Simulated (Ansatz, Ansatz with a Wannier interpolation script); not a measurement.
# Settings in Wannier-interpolated G0W0: AlH3 (R-3c)

Wanted: errors and cost of interpolated bands of AlH3 (R-3c) under coarser or faulty settings.

Main program and level: Ansatz 0.2.0; maximally localised Wannier functions, LDA, plane waves, PAW.

Report form: the programs' logs are mostly left out.

**1. The starting structure**

It takes space group R-3c (No. 167, trigonal). The conventional cell has a = 4.449 Å, b = 4.449 Å, c = 11.804 Å, α = 90.00°, β = 90.00°, γ = 120.00°. Al has 6 H at 1.72 Å nearest. H has 2 Al at 1.72 Å nearest. Farther neighbours are not listed.

Coordinates:

```cif
data_structure
_symmetry_space_group_name_H-M 'R-3c:H'
_symmetry_Int_Tables_number 167
_cell_length_a 4.4493
_cell_length_b 4.4493
_cell_length_c 11.8037
_cell_angle_alpha 90.000
_cell_angle_beta 90.000
_cell_angle_gamma 120.000
_cell_volume 202.36
loop_
_atom_site_label
_atom_site_type_symbol
_atom_site_symmetry_multiplicity
_atom_site_Wyckoff_symbol
_atom_site_fract_x
_atom_site_fract_y
_atom_site_fract_z
_atom_site_occupancy
Al1 Al 6 b 0.00000 0.00000 0.50000 1
H1 H 18 e 0.96133 0.66667 0.41667 1
```

The cell and positions come from the Crystallography Open Database and are kept as given unless a step says otherwise. The default PAW set here is soft_2. Its files were made with PBE.

**2. Wannier model on 8×8×8**

Localised functions give a small Hamiltonian that interpolates between mesh points at no cost.

The input, input.yaml:

```yaml
crystal:
  lattice:
    - [2.22465, 1.2844022764, 3.9345666667]
    - [-2.22465, 1.2844022764, 3.9345666667]
    - [0.0, -2.5688045527, 3.9345666667]
  atoms:
    - { symbol: Al, position: [0.0, 0.0, 0.0] }
    - { symbol: Al, position: [0.5, 0.5, 0.5] }
    - { symbol: H, position: [0.878, 0.622, 0.25] }
    - { symbol: H, position: [0.25, 0.878, 0.622] }
    - { symbol: H, position: [0.622, 0.25, 0.878] }
    - { symbol: H, position: [0.122, 0.378, 0.75] }
    - { symbol: H, position: [0.75, 0.122, 0.378] }
    - { symbol: H, position: [0.378, 0.75, 0.122] }
kpoints:
  mp_grid: { grid: [4, 4, 4] }
hamiltonian:
  xc: lda
scf:
  occupations: { method: fixed }
  n_extra_bands: 35
output:
  wannier:
    kmesh: [8, 8, 8]
    projections:
      - { species: Al, l: s, shell: 3 }
      - { species: Al, l: p, shell: 3 }
      - { species: H, l: s, shell: 1 }
    minimise: true
    write_hr: true
    seedname: w
    conv_tol: 1.0e-07
    max_iter: 4000
    disentanglement:
      window: [-7.94, 21.75]
      frozen_window: [-7.94, 6.0]
      conv_tol: 1.0e-08
```

Command:

```sh
ansatz run input.yaml --threads 3 --pin off --max-ram 92160MiB --backend cuda --events-out ev --progress --plain --runs-dir out --devices 1 --max-vram 13GiB
```

Wall time 18 s (1 × NVIDIA H100 80GB HBM3 (shared by 6 runs) with 3 threads of AMD EPYC 7R13 (Zen 3), shared host); peak memory 1.1 GiB.

Numbers from this step:

```
gauge-invariant spread     : 25.69 Å²
diagonal spread            : 0.04329 Å²
off-diagonal spread        : 5.802 Å²
total spread               : 31.53 Å²
least projectability       : 0.4213
localisation steps         : 59
disentanglement steps      : 546
r.m.s. interpolation error : 0.002573 eV
r.m.s. error near the gap  : 0.003260 eV
```

Near the gap the model misses directly solved bands by 3.3 meV r.m.s. and by 16 meV at most in the window tested. This tests the starting bands, not the corrections carried with them.

**3. Wannier model on 4×4×4**

Changes to input.yaml since step 2:

```diff
@@ -23,3 +23,3 @@
   wannier:
-    kmesh: [8, 8, 8]
+    kmesh: [4, 4, 4]
     projections:
```

Run time: 16 s. Hardware: 1 × NVIDIA H100 80GB HBM3 (shared by 6 runs) with 3 threads; peak memory 0.93 GiB.

This step gave:

```
gauge-invariant spread     : 20.80 Å²
diagonal spread            : 0.02451 Å²
off-diagonal spread        : 5.050 Å²
total spread               : 25.87 Å²
least projectability       : 0.5773
localisation steps         : 57
disentanglement steps      : 216
r.m.s. interpolation error : 0.01951 eV
r.m.s. error near the gap  : 0.02324 eV
```

Near the gap the model misses directly solved bands by 23.2 meV r.m.s. and by 75 meV at most in the window tested. This tests the starting bands, not the corrections carried with them.

Frozen up to 4.95 eV; above it the model need not follow the bands. Electronic bands along the path, in eV, zero at the valence-band top; v1 is the highest filled band, c1 the lowest empty one:

| point | v4 | v3 | v2 | v1 | c1 | c2 | c3 | c4 |
| --- | --- | --- | --- | --- | --- | --- | --- | --- |
| Γ | -1.80 | -1.80 | -0.07 | -0.07 | 1.95 | 5.68 | 5.68 | 6.86 |
| halfway | -1.71 | -1.71 | -0.52 | -0.52 | 3.51 | 5.89 | 6.33 | 6.33 |
| T | -1.28 | -1.28 | -1.28 | -1.28 | 4.54 | 4.54 | 8.80 | 8.80 |
| halfway | -2.90 | -2.90 | -0.65 | -0.65 | 5.57 | 5.57 | 7.82 | 7.82 |
| H2 | -4.04 | -4.04 | -0.72 | -0.72 | 5.96 | 5.96 | 8.60 | 8.60 |
| jump to H0 | -4.04 | -4.04 | -0.72 | -0.72 | 5.96 | 5.96 | 8.60 | 8.60 |
| halfway | -2.89 | -2.89 | -1.11 | -1.11 | 5.17 | 5.17 | 8.00 | 8.00 |
| L | -1.74 | -1.74 | -1.40 | -1.40 | 3.67 | 3.67 | 8.30 | 8.30 |
| halfway | -2.20 | -1.89 | -0.76 | -0.50 | 3.01 | 4.78 | 6.22 | 6.90 |
| Γ | -1.80 | -1.80 | -0.07 | -0.07 | 1.95 | 5.68 | 5.68 | 6.86 |
| halfway | -2.91 | -1.62 | -1.21 | -0.70 | 3.48 | 5.11 | 6.60 | 7.45 |
| S0 | -4.34 | -2.86 | -2.18 | -0.09 | 6.12 | 6.64 | 7.71 | 8.68 |
| jump to S2 | -4.34 | -2.86 | -2.18 | -0.09 | 6.12 | 6.64 | 7.71 | 8.68 |
| halfway | -4.44 | -3.14 | -2.69 | 0.02 | 6.09 | 7.18 | 7.85 | 9.35 |
| F | -3.75 | -3.24 | -3.11 | -0.07 | 5.85 | 7.62 | 7.66 | 9.72 |
| halfway | -2.69 | -2.58 | -1.96 | -0.02 | 4.13 | 6.38 | 6.77 | 7.04 |
| Γ | -1.80 | -1.80 | -0.07 | -0.07 | 1.95 | 5.68 | 5.68 | 6.86 |

The same for Kohn-Sham, solved directly:

| point | v4 | v3 | v2 | v1 | c1 | c2 | c3 | c4 |
| --- | --- | --- | --- | --- | --- | --- | --- | --- |
| Γ | -1.80 | -1.80 | -0.07 | -0.07 | 1.95 | 5.60 | 5.68 | 5.68 |
| T | -1.28 | -1.28 | -1.28 | -1.28 | 4.54 | 4.54 | 8.15 | 8.15 |
| H2 | -4.04 | -4.04 | -0.72 | -0.72 | 5.64 | 5.64 | 8.11 | 8.11 |
| H0 | -4.04 | -4.04 | -0.72 | -0.72 | 5.64 | 5.64 | 8.11 | 8.11 |
| L | -1.74 | -1.74 | -1.40 | -1.40 | 3.67 | 3.67 | 7.40 | 7.40 |
| Γ | -1.80 | -1.80 | -0.07 | -0.07 | 1.95 | 5.60 | 5.68 | 5.68 |
| S0 | -4.28 | -2.85 | -2.17 | -0.11 | 5.88 | 6.09 | 6.51 | 8.41 |
| S2 | -4.28 | -2.85 | -2.17 | -0.11 | 5.88 | 6.09 | 6.51 | 8.41 |
| F | -3.75 | -3.24 | -3.11 | -0.07 | 5.29 | 7.31 | 7.55 | 7.65 |
| Γ | -1.80 | -1.80 | -0.07 | -0.07 | 1.95 | 5.60 | 5.68 | 5.68 |

**4. A faulty Wannier input**

Changes to input.yaml since step 3:

```diff
@@ -34,4 +34,4 @@
     disentanglement:
-      window: [-7.94, 21.75]
-      frozen_window: [-7.94, 6.0]
+      window: [-7.94, 3.0]
+      frozen_window: [-7.94, 2.8]
       conv_tol: 1.0e-08
```

The job ended after 8.4 s (1 × NVIDIA H100 80GB HBM3 (shared by 6 runs) with 3 threads; peak memory 0.88 GiB).

The self-consistent loop converged; the step after it was not made. The program's words: output.wannier: at mesh point 0 (counted from 0) output.wannier.disentanglement.window holds 7 states for 14 functions, beside 0 of inner shells that are left out. Raise the window's top, and output.wannier.disentanglement.top_band where it is typed. No Wannier file is written

The fault put into this input: an outer window with too few states.

**5. G0W0: 4×4×4 mesh, 281 empty bands, screening to 150 eV**

G0W0 replaces the xc potential by the self-energy, built once from these orbitals. Only a window of levels is corrected, while the sums run over the empty bands that the input names.

This step: G0W0 on LDA, plane waves, PAW.

input.yaml, the sections that differ from step 4:

```yaml
scf:
  occupations: { method: fixed }
gw:
  n_empty_bands: 281
  ecut_chi: 150.0
  qp_bands: [v6, c2]
  screening: { model: contour_deformation }
# crystal, kpoints, hamiltonian: as in step 4
# output: removed
```

The job ended after 19 s (1 × NVIDIA H100 80GB HBM3 (shared by 6 runs) with 3 threads; peak memory 1.1 GiB).

The G0W0 gap on the mesh is 4.213 eV.

**6. G0W0: 2×2×2 mesh, 281 empty bands, screening to 150 eV**

Changes to input.yaml since step 5:

```diff
@@ -15,3 +15,3 @@
 kpoints:
-  mp_grid: { grid: [4, 4, 4] }
+  mp_grid: { grid: [2, 2, 2] }
 hamiltonian:
```

The job ended after 10 s (1 × NVIDIA H100 80GB HBM3 (shared by 6 runs) with 3 threads; peak memory 1 GiB).

The G0W0 gap on the mesh is 4.082 eV.

**7. G0W0: 8×8×8 mesh, 99 empty bands, screening to 75 eV**

Changes to input.yaml since step 6:

```diff
@@ -15,3 +15,3 @@
 kpoints:
-  mp_grid: { grid: [2, 2, 2] }
+  mp_grid: { grid: [8, 8, 8] }
 hamiltonian:
@@ -21,4 +21,4 @@
 gw:
-  n_empty_bands: 281
-  ecut_chi: 150.0
+  n_empty_bands: 99
+  ecut_chi: 75
   qp_bands: [v6, c2]
```

Wall time 2.9 min (1 × NVIDIA H100 80GB HBM3 (shared by 6 runs) with 3 threads); peak memory 1.3 GiB.

The G0W0 gap on the mesh is 4.036 eV.

**8. G0W0: 4×4×4 mesh, 130 empty bands, screening to 90 eV, plasmon pole**

Changes to input.yaml since step 7:

```diff
@@ -15,3 +15,3 @@
 kpoints:
-  mp_grid: { grid: [8, 8, 8] }
+  mp_grid: { grid: [4, 4, 4] }
 hamiltonian:
@@ -21,5 +21,5 @@
 gw:
-  n_empty_bands: 99
-  ecut_chi: 75
+  n_empty_bands: 130
+  ecut_chi: 90
   qp_bands: [v6, c2]
-  screening: { model: contour_deformation }
+  screening: { model: godby_needs }
```

The job ended after 20 s (1 × NVIDIA H100 80GB HBM3 (shared by 6 runs) with 3 threads; peak memory 1.2 GiB; 19 s of CPU time).

The G0W0 gap on the mesh is 4.116 eV.

**9. Interpolated results**

Times are wall times on 1 × NVIDIA H100 80GB HBM3 (shared by 6 runs) with 3 threads of AMD EPYC 7R13 (Zen 3), shared host, good to a factor of about two.

| GW mesh | empty bands | cutoff (eV) | frequency | gap on mesh (eV) | gap over zone (eV) | direct gap (eV) | valence width (eV) | GW time |
| --- | --- | --- | --- | --- | --- | --- | --- | --- |
| 4×4×4 | 281 | 150 | contour deformation | 4.213 | 4.179 | 4.304 | 8.575 | 19 s |
| 2×2×2 | 281 | 150 | contour deformation | 4.082 | 3.982 | 4.230 | 8.690 | 10 s |
| 8×8×8 | 99 | 75 | contour deformation | 4.036 | 4.025 | 4.142 | 8.747 | 2.9 min |
| 4×4×4 | 130 | 90 | plasmon pole | 4.116 | 4.079 | 4.201 | 8.805 | 20 s |

**10. What came out**

- 4×4×4 mesh, 281 empty bands, screening to 150 eV: 4.18 eV
- 2×2×2 mesh, 281 empty bands, screening to 150 eV: 3.98 eV
- 8×8×8 mesh, 99 empty bands, screening to 75 eV: 4.03 eV
- 4×4×4 mesh, 130 empty bands, screening to 90 eV, plasmon pole: 4.08 eV

**Reading.** The largest change, −0.20 eV in the gap over the zone, comes with 2×2×2 mesh, 281 empty bands, screening to 150 eV. The first run is a reference, not a converged one, and where a row moves several settings no single cause can be named. Rows on another GW mesh add that mesh's corrections to the bands of the one model. Coarser Wannier mesh (4×4×4): the miss near the gap goes from 3 (the model on 8×8×8) to 23 meV and the total spread from 31.5 to 25.9 Å². With 2×2×2 mesh, 281 empty bands, screening to 150 eV the gap over the zone moves by −0.20 eV and that on the mesh by −0.13 eV. With 8×8×8 mesh, 99 empty bands, screening to 75 eV the gap over the zone moves by −0.15 eV and that on the mesh by −0.18 eV. With 4×4×4 mesh, 130 empty bands, screening to 90 eV, plasmon pole the gap over the zone moves by −0.10 eV and that on the mesh by −0.10 eV. Gaps over the zone and on the mesh differ where an edge lies off the mesh, or where a GW run starts from another density: the starting gap over the zone is 1.931 eV, on the GW meshes it is 1.964 eV, 1.971 eV and 1.945 eV.

[Paths, hosts, dates, memory and timing lines, banners, echoed tables and standing remarks are left out of the program output.]

[Logs are printed without paths, hosts, clocks, repeated set-up lines and the standing remarks that a program may print on its own settings, such as how far it seeks lower states.]

[Runs of the session that timed out or met a known fault of the program may be left out.]

[Hosts, paths, dates, database ids (printed as entryN), source tags and the programs' standing remarks are cut or masked in the printed files.]
